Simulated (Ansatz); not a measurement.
# Fe wire along [100], 25 atoms a period: bands along the axis

What gap, if any, does the Fe wire along [100], 25 atoms a period have, and how many channels would it open?

Calculated with Ansatz 0.2.0; DFT PBE, plane waves, PAW; relaxation of a wire's period; PAW set soft_1, in the first sound run; inputs show where later runs differ.

## 1. The starting structure

The cell holds 25 atoms: 25 Fe. Cell: a = 18.120 Å, b = 18.120 Å, c = 2.830 Å, α = 90.0°, β = 90.0°, γ = 90.0°. Vacuum lies along a and b. The structure's axis is c.

## 2. Relaxing the period

Band widths follow the bond lengths, so the wire is relaxed first. The atoms and the third cell vector are free; the box across stays fixed as vacuum. Moments are seeded so that a magnetic state can form if it lies lower. A Fermi-Dirac smearing is set since the result may be a metal. The pressure printed is a third of the stress's trace over the whole box, vacuum included; only the stress along the axis is relaxed.

File input.yaml:

```yaml
crystal:
  lattice:
    - [18.12, 0.0, 0.0]
    - [0.0, 18.12, 0.0]
    - [0.0, 0.0, 2.83]
  atoms:
    - { symbol: Fe, position: [0.187637969, 0.5, 0.0], spin: 2.4 }
    - { symbol: Fe, position: [0.343818985, 0.343818985, 0.0], spin: 2.4 }
    - { symbol: Fe, position: [0.343818985, 0.5, 0.0], spin: 2.4 }
    - { symbol: Fe, position: [0.343818985, 0.656181015, 0.0], spin: 2.4 }
    - { symbol: Fe, position: [0.5, 0.187637969, 0.0], spin: 2.4 }
    - { symbol: Fe, position: [0.5, 0.343818985, 0.0], spin: 2.4 }
    - { symbol: Fe, position: [0.5, 0.5, 0.0], spin: 2.4 }
    - { symbol: Fe, position: [0.5, 0.656181015, 0.0], spin: 2.4 }
    - { symbol: Fe, position: [0.5, 0.812362031, 0.0], spin: 2.4 }
    - { symbol: Fe, position: [0.656181015, 0.343818985, 0.0], spin: 2.4 }
    - { symbol: Fe, position: [0.656181015, 0.5, 0.0], spin: 2.4 }
    - { symbol: Fe, position: [0.656181015, 0.656181015, 0.0], spin: 2.4 }
    - { symbol: Fe, position: [0.812362031, 0.5, 0.0], spin: 2.4 }
    - { symbol: Fe, position: [0.265728477, 0.421909492, 0.5], spin: 2.4 }
    - { symbol: Fe, position: [0.265728477, 0.578090508, 0.5], spin: 2.4 }
    - { symbol: Fe, position: [0.421909492, 0.265728477, 0.5], spin: 2.4 }
    - { symbol: Fe, position: [0.421909492, 0.421909492, 0.5], spin: 2.4 }
    - { symbol: Fe, position: [0.421909492, 0.578090508, 0.5], spin: 2.4 }
    - { symbol: Fe, position: [0.421909492, 0.734271523, 0.5], spin: 2.4 }
    - { symbol: Fe, position: [0.578090508, 0.265728477, 0.5], spin: 2.4 }
    - { symbol: Fe, position: [0.578090508, 0.421909492, 0.5], spin: 2.4 }
    - { symbol: Fe, position: [0.578090508, 0.578090508, 0.5], spin: 2.4 }
    - { symbol: Fe, position: [0.578090508, 0.734271523, 0.5], spin: 2.4 }
    - { symbol: Fe, position: [0.734271523, 0.421909492, 0.5], spin: 2.4 }
    - { symbol: Fe, position: [0.734271523, 0.578090508, 0.5], spin: 2.4 }
magnetization:
  spin_polarized: true
kpoints:
  mp_grid: { grid: [1, 1, 29] }
scf:
  occupations: { method: fermi_dirac, width: 0.05 }
hamiltonian:
  xc: pbe
  pseudopotentials: { kind: paw, azcp: { folder: soft_1 } }
relax:
  cell: { fix: [a, b, alpha, beta, gamma] }
  max_steps: 45
  f_tol: 0.03
```

Started as:

```bash
ansatz run input.yaml --threads 4 --pin off --max-ram 16384MiB --backend cpu --events-out ev --progress --plain --runs-dir out
```

Numbers of over 12 decimals in the logs are rounded to 6 here.

What it wrote:

```text
Engine: ansatz 0.2.0, x86_64-unknown-linux-gnu
Pseudopotentials: kind: paw
Pseudopotential: Fe, paw, valence charge 16, recommended cutoff 420 eV (normal), soft_1/Fe.paw.azcp
Functional definition: PBE
  parameter kappa = 0.804
  parameter beta = 0.066725
  exchange = pbe_x(kappa = kappa, mu = beta*pi^2/3)
  correlation = pbe_c(beta = beta)
Crystal: 25 atoms, lattice volume = 929.186 Å³
Basis set: ecut = 420 eV, 18197 PW (Γ), exchange–correlation on 250×250×40 points (8 copies of the dense FFT grid, shifted against one another)
Bands: 276, of which v1, the nominal top of the filled ones, is band 200 counted from 1 (199 counted from 0)
Symmetry: 16 space group operations
Space group: P4/mmm (ITA 123), of the structure as read, at distance tolerance 9.8e-5 Å
Magnetic group: BNS 123.339 (UNI 999), of the structure as read, at distance tolerance 9.8e-5 Å
k-points: 15 of 29
Non-local potential: Fe, projectors of the file, l = 0: 3, l = 1: 2, l = 2: 3, l = 3: 1
PAW form: soft (Blöchl's): semilocal exchange-correlation on the pseudo side does not see the compensation charge
PAW one-centre angular grid: Fe, 590 points (default); XC on 64 Gauss nodes
Initial density: superposition of atomic densities (neutral atoms: chi_scale 0, normalization atom)
Starting moments: Σ|m| = 60 μB on 25 of 25 sites
Initial wavefunctions: pseudopotential atomic-orbital guess
Functional: x = pbe(κ = 0.804, μ = 0.219515), c = pbe(β = 0.066725)
SCF iter   1: F=—  HF=-111988.921178 eV  |F-HF|=—  |Δ(HF+E_count)|=         —  Δρ=4.03e-2 (↑1.56e-2 ↓4.03e-2)  dr2=7.52e1  dr2_m=3.92e0  M=59.700 μB ∫|m|=60.298 μB  β_m=0.30  ethr=3.10e-3  ⟨swp⟩=8.4  Hψ=39671  notcnv=0  defer=533
Mixer restart at iter 1: flushing history
preconditioner: auto → LDOS  [metal: Δε(μ)=0.002 eV  Ē_g=6.034 eV  σ=0.050 eV  W_gap=0.01  n_scr=186 (ndim 8)  ℏωp=17.2 eV  f_vac=0.587  D(μ)=35.81/eV (n_scr^D=298)]
spin=Collinear: LDOS preconditioning applied to the charge; magnetization (m = ρ↑ − ρ↓) channel mixes plain (no charge-response kernel on spin).
SCF iter   2: F=—  HF=-111979.727352 eV  |F-HF|=—  |Δ(HF+E_count)|=    9.19e0  Δρ=2.32e-2 (↑2.32e-2 ↓2.13e-2)  dr2=1.22e1  dr2_m=3.50e0  M=61.258 μB ∫|m|=62.259 μB  β_m=0.36  ethr=3.10e-3  ⟨swp⟩=3.1  Hψ=15395  notcnv=0  defer=1065
SCF iter   3: F=—  HF=-111988.875640 eV  |F-HF|=—  |Δ(HF+E_count)|=    9.15e0  Δρ=1.40e-2 (↑1.15e-2 ↓1.40e-2)  dr2=8.43e-1  dr2_m=1.29e0  M=61.423 μB ∫|m|=62.848 μB  β_m=0.45  ethr=3.04e-3  ⟨swp⟩=2.8  Hψ=13436  notcnv=0  defer=1085
SCF iter   4: F=—  HF=-111993.923607 eV  |F-HF|=—  |Δ(HF+E_count)|=    5.05e0  Δρ=8.65e-3 (↑8.65e-3 ↓6.25e-3)  dr2=2.46e-1  dr2_m=4.41e-1  M=62.280 μB ∫|m|=64.201 μB  β_m=0.73  ethr=2.11e-4  ⟨swp⟩=3.5  Hψ=16009  notcnv=0  defer=1086
SCF iter   5: F=—  HF=-111995.696261 eV  |F-HF|=—  |Δ(HF+E_count)|=         —  Δρ=1.00e-2 (↑1.00e-2 ↓6.77e-3)  dr2=3.78e-1  dr2_m=5.63e-1  M=65.421 μB ∫|m|=67.826 μB  β_m=1.00  ethr=6.15e-5  ⟨swp⟩=3.0  Hψ=17479  notcnv=0  defer=1092  κ⁻¹=2.9e-3(r=3)
SCF iter   6: F=—  HF=-111995.907758 eV  |F-HF|=—  |Δ(HF+E_count)|=   2.11e-1  Δρ=9.21e-3 (↑9.21e-3 ↓4.95e-3)  dr2=3.73e0  dr2_m=7.51e-2  M=65.932 μB ∫|m|=68.475 μB  β_m=0.73  ethr=1.25e-5  ⟨swp⟩=3.4  Hψ=19955  notcnv=0  defer=1092
SCF iter   7: F=—  HF=-111995.514581 eV  |F-HF|=—  |Δ(HF+E_count)|=   3.93e-1  Δρ=4.21e-3 (↑4.21e-3 ↓1.87e-3)  dr2=1.87e-1  dr2_m=4.80e-2  M=65.034 μB ∫|m|=67.560 μB  β_m=0.63  ethr=1.25e-5  ⟨swp⟩=3.6  Hψ=22591  notcnv=0  defer=1095
SCF iter   8: F=—  HF=-111995.470777 eV  |F-HF|=—  |Δ(HF+E_count)|=   4.38e-2  Δρ=1.44e-3 (↑1.44e-3 ↓1.12e-3)  dr2=2.40e-2  dr2_m=8.32e-3  M=65.040 μB ∫|m|=67.588 μB  β_m=0.67  ethr=1.25e-5  ⟨swp⟩=2.5  Hψ=15712  notcnv=0  defer=1095
SCF iter   9: F=—  HF=-111995.473723 eV  |F-HF|=—  |Δ(HF+E_count)|=   2.95e-3  Δρ=1.26e-3 (↑1.26e-3 ↓4.01e-4)  dr2=1.24e-2  dr2_m=3.98e-3  M=65.003 μB ∫|m|=67.525 μB  β_m=0.60  ethr=6.00e-6  ⟨swp⟩=2.3  Hψ=15411  notcnv=0  defer=1095
SCF iter  10: F=—  HF=-111995.472082 eV  |F-HF|=—  |Δ(HF+E_count)|=   1.64e-3  Δρ=3.71e-4 (↑3.71e-4 ↓1.86e-4)  dr2=1.00e-3  dr2_m=5.12e-4  M=64.957 μB ∫|m|=67.493 μB  β_m=0.60  ethr=3.10e-6  ⟨swp⟩=2.4  Hψ=13714  notcnv=0  defer=1095
SCF iter  11: F=—  HF=-111995.471999 eV  |F-HF|=—  |Δ(HF+E_count)|=   8.29e-5  Δρ=1.14e-4 (↑1.14e-4 ↓6.15e-5)  dr2=8.05e-5  dr2_m=4.99e-5  M=64.958 μB ∫|m|=67.501 μB  β_m=0.69  ethr=2.50e-7  ⟨swp⟩=2.3  Hψ=12139  notcnv=0  defer=1095
SCF iter  12: F=—  HF=-111995.472019 eV  |F-HF|=—  |Δ(HF+E_count)|=   2.03e-5  Δρ=2.81e-5 (↑2.81e-5 ↓2.51e-5)  dr2=1.24e-5  dr2_m=4.16e-6  M=64.954 μB ∫|m|=67.496 μB  β_m=0.82  ethr=2.01e-8  ⟨swp⟩=2.5  Hψ=14280  notcnv=0  defer=1095
SCF iter  13: F=—  HF=-111995.472036 eV  |F-HF|=—  |Δ(HF+E_count)|=   1.69e-5  Δρ=1.82e-5 (↑1.82e-5 ↓1.74e-5)  dr2=5.86e-6  dr2_m=1.02e-6  M=64.951 μB ∫|m|=67.493 μB  β_m=0.70  ethr=3.09e-9  ⟨swp⟩=3.4  Hψ=16561  notcnv=0  defer=1095
SCF iter  14: F=—  HF=-111995.472035 eV  |F-HF|=—  |Δ(HF+E_count)|=   1.52e-6  Δρ=1.03e-5 (↑1.03e-5 ↓4.88e-6)  dr2=9.39e-7  dr2_m=2.77e-7  M=64.950 μB ∫|m|=67.492 μB  β_m=0.65  ethr=1.46e-9  ⟨swp⟩=2.2  Hψ=13928  notcnv=0  defer=1095
SCF iter  15: F=—  HF=-111995.472035 eV  |F-HF|=—  |Δ(HF+E_count)|=   5.43e-9  Δρ=4.57e-6 (↑4.57e-6 ↓1.97e-6)  dr2=1.54e-7  dr2_m=6.26e-8  M=64.951 μB ∫|m|=67.493 μB  β_m=0.67  ethr=2.35e-10  ⟨swp⟩=2.9  Hψ=15971  notcnv=0  defer=1095
SCF iter  16: F=—  HF=-111995.472035 eV  |F-HF|=—  |Δ(HF+E_count)|=   3.92e-8  Δρ=2.52e-6 (↑2.52e-6 ↓1.33e-6)  dr2=4.35e-8  dr2_m=2.32e-8  M=64.950 μB ∫|m|=67.492 μB  β_m=0.76  ethr=3.86e-11  ⟨swp⟩=2.5  Hψ=14186  notcnv=0  defer=1095
SCF iter  17: F=-111995.472035 eV  HF=-111995.472035 eV  |F-HF|=1.35e-8  |Δ(HF+E_count)|=   2.66e-8  Δρ=9.70e-7 (↑9.70e-7 ↓6.99e-7)  dr2=1.54e-8  dr2_m=1.88e-9  M=64.950 μB ∫|m|=67.492 μB  ethr=1.09e-11  ⟨swp⟩=1.7  Hψ=25044  notcnv=0
SCF 1 converged in 17 iterations: F = -111995.472035 eV  dr2 = 1.54e-8
  greatest PAW one-centre occupation: 1.001 electrons in one spin orbital (limit 2), on the Fe atom at site 8 (counted from 0), in its partial waves of l = 1
relax step   1: F+E_penalty+E_count = -111995.47203472 eV  Δ(F+E_penalty+E_count) = +0.000e0 eV  max|allowed force component| = 5.129e-1 eV/Å  Δτ_max = 0.0000 Å  P = -0.891 GPa  Ω = 929.186 Å³  fix = [a, b, alpha, beta, gamma]  reactions: a -0.356, b -0.356 GPa  (17 SCF iters, dr2 threshold 1.00e-7 eV, accepted)
Crystal: 25 atoms, lattice volume = 911.774 Å³
Basis set: ecut = 420 eV, 17973 PW (Γ), exchange–correlation on 250×250×40 points (8 copies of the dense FFT grid, shifted against one another)
[...]
SCF iter   7: F=—  HF=-111995.730531 eV  |F-HF|=—  |Δ(HF+E_count)|=   5.52e-8  Δρ=1.69e-6 (↑1.69e-6 ↓9.69e-7)  dr2=1.74e-8  dr2_m=1.08e-8  M=64.398 μB ∫|m|=66.790 μB  β_m=0.56  ethr=1.82e-11  ⟨swp⟩=2.9  Hψ=15481  notcnv=0
SCF iter   8: F=—  HF=-111995.730531 eV  |F-HF|=—  |Δ(HF+E_count)|=   2.03e-8  Δρ=5.94e-7 (↑5.94e-7 ↓3.25e-7)  dr2=3.63e-9  dr2_m=1.37e-9  M=64.398 μB ∫|m|=66.790 μB  β_m=0.60  ethr=4.35e-12  ⟨swp⟩=3.6  Hψ=17068  notcnv=0
SCF iter   9: F=—  HF=-111995.730531 eV  |F-HF|=—  |Δ(HF+E_count)|=   2.47e-9  Δρ=3.52e-7 (↑3.52e-7 ↓2.27e-7)  dr2=7.65e-10  dr2_m=5.98e-10  M=64.398 μB ∫|m|=66.790 μB  β_m=0.80  ethr=1.00e-12  ⟨swp⟩=2.1  Hψ=10909  notcnv=0
SCF iter  10: F=—  HF=-111995.730531 eV  |F-HF|=—  |Δ(HF+E_count)|=  7.86e-10  Δρ=1.88e-7 (↑1.88e-7 ↓8.17e-8)  dr2=2.69e-10  dr2_m=1.05e-10  M=64.398 μB ∫|m|=66.790 μB  β_m=0.75  ethr=1.00e-12  ⟨swp⟩=2.2  Hψ=11047  notcnv=0
SCF iter  11: F=—  HF=-111995.730531 eV  |F-HF|=—  |Δ(HF+E_count)|=  1.46e-10  Δρ=6.19e-8 (↑6.19e-8 ↓3.13e-8)  dr2=4.56e-11  dr2_m=8.06e-12  M=64.398 μB ∫|m|=66.790 μB  β_m=0.67  ethr=1.00e-12  ⟨swp⟩=1.2  Hψ=8430  notcnv=0
SCF iter  12: F=—  HF=-111995.730531 eV  |F-HF|=—  |Δ(HF+E_count)|=  1.60e-10  Δρ=1.15e-7 (↑4.57e-8 ↓1.15e-7)  dr2=3.83e-10  dr2_m=1.78e-11  M=64.398 μB ∫|m|=66.790 μB  β_m=0.78  ethr=1.00e-12  ⟨swp⟩=1.4  Hψ=8314  notcnv=0
SCF iter  13: F=-111995.730531 eV  HF=-111995.730531 eV  |F-HF|=3.06e-10  |Δ(HF+E_count)|=  8.73e-11  Δρ=3.04e-8 (↑6.03e-9 ↓3.04e-8)  dr2=2.37e-11  dr2_m=1.77e-12  M=64.398 μB ∫|m|=66.790 μB  ethr=1.00e-12  ⟨swp⟩=2.6  Hψ=21689  notcnv=0
SCF 5 converged in 13 iterations: F = -111995.730531 eV  dr2 = 2.37e-11
relax step   5: F+E_penalty+E_count = -111995.73053115 eV  Δ(F+E_penalty+E_count) = +1.376e-2 eV  max|allowed force component| = 5.815e-3 eV/Å  Δτ_max = 0.0000 Å  P = -0.005 GPa  Ω = 898.783 Å³  fix = [a, b, alpha, beta, gamma]  reactions: a -0.006, b -0.006 GPa  stress off target by 4.71e-3 GPa on what of the cell is left free  SCF on the basis re-selected at this cell (its energy is not comparable with the rows above)  (13 SCF iters)
basis re-selected at this cell: Δ(F+E_penalty+E_count) = +1.376e-2 eV, ΔP = +0.006 GPa vs the last step (what re-selecting the basis moved, of the pressure what is left beyond the Pulay correction that the steps carried, after the strain that the cell walked since its last selection, with what the two solves' SCF thresholds leave and, on support functions, any second-order correction that the steps lacked; it is no m [...]
SCF converged after 13 iterations
Magnetization: 64.3980 μB (232.1990 up, 167.8010 down)
Absolute magnetization: 66.7939 μB (∫|ρ↑−ρ↓|, with the PAW one-centre terms)
Spin contamination: 1.1274 ħ² per cell (⟨S²⟩ above its minimum at these occupations)
Per-site moments (μB) at R_I (Å): [(2.789617, 0.991273), (2.568226, 1.008074), (2.415870, 1.008443), (2.568226, 1.008074), (2.789617, 0.991273), (2.415870, 1.008443), (2.411054, 1.016649), (2.415870, 1.008443), (2.789617, 0.991273), (2.568226, 1.008074), (2.415870, 1.008443), (2.568226, 1.008074), (2.789617, 0.991273), (2.565943, 0.991273), (2.565943, 0.991273), (2.565943, 0.991273), (2.364615, 1.008443), (2.364615, 1.008443), (2.565943, 0.991273), (2.565943, 0.991273), (2.364615, 1.008443), (2.364615, 1.008443), (2.565943, 0.991273), (2.565943, 0.991273), (2.565943, 0.991273)]
Free energy (F): -111995.730531 eV
Harris-Foulkes:  -111995.730531 eV  (|F-HF|=3.06e-10)
Internal energy: -111995.498217 eV  (E = F + TS)
E sigma→0 (E₀):  -111995.614374 eV
Entropy (-TS):   -0.232314 eV (-9.293 meV/atom)
Fermi energy:    2.897292 eV
--- Per-component energies (eV) ---
  E_band       = -11508.356728
  E_kinetic    = 8241.773466
  E_local      = -480055.379044  (includes V_loc(G=0)·N_el)
  E_nonlocal   = 7297.465562
  E_hartree    = 232362.484585
  E_xc         = -2739.249431
  E_vxc        = -3516.279760  (∫ρ·V_xc dr)
  E_paw        = -34590.161312  (= ΣΔE_a)
  E_vpaw       = -8200.879348  (= ΣTr[D̂ρ^β])
  E_aug_tail   = -0.025389  (compensation charges beyond the density's cutoff)
  E_ewald      = 157487.593347
  E_smearing   = -0.232314  (= −TS)
  E_closure    = -0.000000  (closes the sum)
  Σ components = -111995.730531   (vs F -111995.730531, Δ=0.00e0)
--- Forces (eV/Å), atoms counted from 1 ---
  atom   1  Fe    -0.00054011     0.00000000     0.00000000
  atom   2  Fe    -0.00480302    -0.00480302     0.00000000
  atom   3  Fe     0.00581545     0.00000000     0.00000000
  atom   4  Fe    -0.00480302     0.00480302     0.00000000
  atom   5  Fe     0.00000000    -0.00054011     0.00000000
  atom   6  Fe    -0.00000000     0.00581545     0.00000000
  atom   7  Fe     0.00000000     0.00000000     0.00000000
  atom   8  Fe    -0.00000000    -0.00581545     0.00000000
  atom   9  Fe     0.00000000     0.00054011     0.00000000
  atom  10  Fe     0.00480302    -0.00480302     0.00000000
  atom  11  Fe    -0.00581545    -0.00000000     0.00000000
  atom  12  Fe     0.00480302     0.00480302     0.00000000
  atom  13  Fe     0.00054011    -0.00000000     0.00000000
  atom  14  Fe     0.00004217     0.00543337     0.00000000
  atom  15  Fe     0.00004217    -0.00543337     0.00000000
  atom  16  Fe     0.00543337     0.00004217     0.00000000
  atom  17  Fe    -0.00169241    -0.00169241     0.00000000
  atom  18  Fe    -0.00169241     0.00169241     0.00000000
  atom  19  Fe     0.00543337    -0.00004217     0.00000000
  atom  20  Fe    -0.00543337     0.00004217     0.00000000
  atom  21  Fe     0.00169241    -0.00169241     0.00000000
  atom  22  Fe     0.00169241     0.00169241     0.00000000
  atom  23  Fe    -0.00543337    -0.00004217     0.00000000
  atom  24  Fe    -0.00004217     0.00543337     0.00000000
  atom  25  Fe    -0.00004217    -0.00543337     0.00000000
  max |Σ_I F_I| component: 1.92e-18 eV/Å
--- Stress (GPa, compression-positive) ---
       -0.005531       0.000000       0.000000
        0.000000      -0.005531       0.000000
        0.000000       0.000000      -0.004706
  P = ⅓ Tr σ = -0.0053 GPa (-0.053 kbar)
--- Relaxed structure (4 steps of the walk, 4 accepted, 1 SCFs on fresh bases) ---
  F+E_penalty+E_count = -111995.73053115 eV   max|allowed force component| = 5.815e-3 eV/Å   (the final SCF, on the basis selected at the relaxed cell)
  cell:  # Å, volume = 898.7829 Å³
    - [18.12, 0.0, 0.0]
    - [0.0, 18.12, 0.0]
    - [0.0, 0.0, 2.737401]
  atoms:
    - { symbol: Fe, position: [0.187910, 0.5, 0.0] }
    - { symbol: Fe, position: [0.340432, 0.340432, 0.0] }
    - { symbol: Fe, position: [0.341915, 0.5, 0.0] }
    - { symbol: Fe, position: [0.340432, 0.659568, 0.0] }
    - { symbol: Fe, position: [0.5, 0.187910, 0.0] }
    - { symbol: Fe, position: [0.5, 0.341915, 0.0] }
    - { symbol: Fe, position: [0.5, 0.5, 0.0] }
    - { symbol: Fe, position: [0.5, 0.658085, 0.0] }
    - { symbol: Fe, position: [0.5, 0.812090, 0.0] }
    - { symbol: Fe, position: [0.659568, 0.340432, 0.0] }
    - { symbol: Fe, position: [0.658085, 0.5, 0.0] }
    - { symbol: Fe, position: [0.659568, 0.659568, 0.0] }
    - { symbol: Fe, position: [0.812090, 0.5, 0.0] }
    - { symbol: Fe, position: [0.262898, 0.420883, 0.5] }
    - { symbol: Fe, position: [0.262898, 0.579117, 0.5] }
    - { symbol: Fe, position: [0.420883, 0.262898, 0.5] }
    - { symbol: Fe, position: [0.420017, 0.420017, 0.5] }
    - { symbol: Fe, position: [0.420017, 0.579983, 0.5] }
    - { symbol: Fe, position: [0.420883, 0.737102, 0.5] }
    - { symbol: Fe, position: [0.579117, 0.262898, 0.5] }
    - { symbol: Fe, position: [0.579983, 0.420017, 0.5] }
    - { symbol: Fe, position: [0.579983, 0.579983, 0.5] }
    - { symbol: Fe, position: [0.579117, 0.737102, 0.5] }
    - { symbol: Fe, position: [0.737102, 0.420883, 0.5] }
    - { symbol: Fe, position: [0.737102, 0.579117, 0.5] }
```

Run time: 18 min. Hardware: 4 threads of Intel Xeon Platinum 8488C (Sapphire Rapids), shared host; peak memory 7.8 GiB.

Step by step:

| step | energy less that of the first step (eV) | largest force component (eV/Å) | pressure (GPa) | volume (Å³) |
| --- | --- | --- | --- | --- |
| 1 | 0.0000 | 0.5129 | -0.89 | 929.19 |
| 2 | -0.2127 | 0.2365 | -0.40 | 911.77 |
| 3 | -0.2716 | 0.0162 | 0.11 | 896.54 |
| 4 | -0.2723 | 0.0059 | -0.01 | 898.78 |
| 5* | -0.2585 | 0.0058 | -0.01 | 898.78 |

Relaxation steps marked * repeat the geometry before them on a plane-wave basis chosen anew for their cell, so energy and pressure can jump there.

The run keeps the 16 symmetry operations that it works with, so distortions that break them were not tested.

| cell as run | before | after | change |
| --- | --- | --- | --- |
| c (Å) | 2.830 | 2.737 | -3.3 % |

The atoms that moved most (Å, along periodic axes as changes of fractional coordinates times the final cell, across vacuum about the mean position):

| atom | dx | dy | dz | length |
| --- | --- | --- | --- | --- |
| Fe12 | 0.061 | 0.061 | 0.000 | 0.087 |
| Fe4 | -0.061 | 0.061 | 0.000 | 0.087 |
| Fe10 | 0.061 | -0.061 | 0.000 | 0.087 |
| Fe2 | -0.061 | -0.061 | 0.000 | 0.087 |
| Fe25 | 0.051 | 0.019 | 0.000 | 0.055 |
| Fe23 | 0.019 | 0.051 | 0.000 | 0.055 |
| Fe24 | 0.051 | -0.019 | 0.000 | 0.055 |
| Fe19 | -0.019 | 0.051 | 0.000 | 0.055 |

This step gave:

- energy at zero smearing: -111995.6144 eV
- total moment: 64.40 μB
- absolute moment: 66.79 μB
- cell length along the wire: 2.737 Å

Site moment by element, in μB:

| element | atoms | mean | spread (r.m.s.) | least | largest |
| --- | --- | --- | --- | --- | --- |
| Fe | 25 | 2.54 | 0.14 | 2.36 | 2.79 |

The atoms farthest from the mean of their element:

| atom | x, y, z (Å) | site moment (μB) |
| --- | --- | --- |
| Fe9 | 9.06, 14.72, 0.00 | 2.79 |
| Fe5 | 9.06, 3.40, 0.00 | 2.79 |
| Fe13 | 14.72, 9.06, 0.00 | 2.79 |
| Fe1 | 3.40, 9.06, 0.00 | 2.79 |
| Fe17 | 7.61, 7.61, 1.37 | 2.36 |
| Fe22 | 10.51, 10.51, 1.37 | 2.36 |
| Fe18 | 7.61, 10.51, 1.37 | 2.36 |
| Fe21 | 10.51, 7.61, 1.37 | 2.36 |

The cell's length comes to 2.737 Å with an absolute moment of 66.79 μB a cell.

(Part 1 of 2 ends here.)

[Logs are printed without paths, hosts, clocks, repeated set-up lines and the standing remarks that a program may print on its own settings, such as how far it seeks lower states.]

[Hosts, paths, dates, database ids (printed as entryN), source tags and the programs' standing remarks are cut or masked in the printed files.]
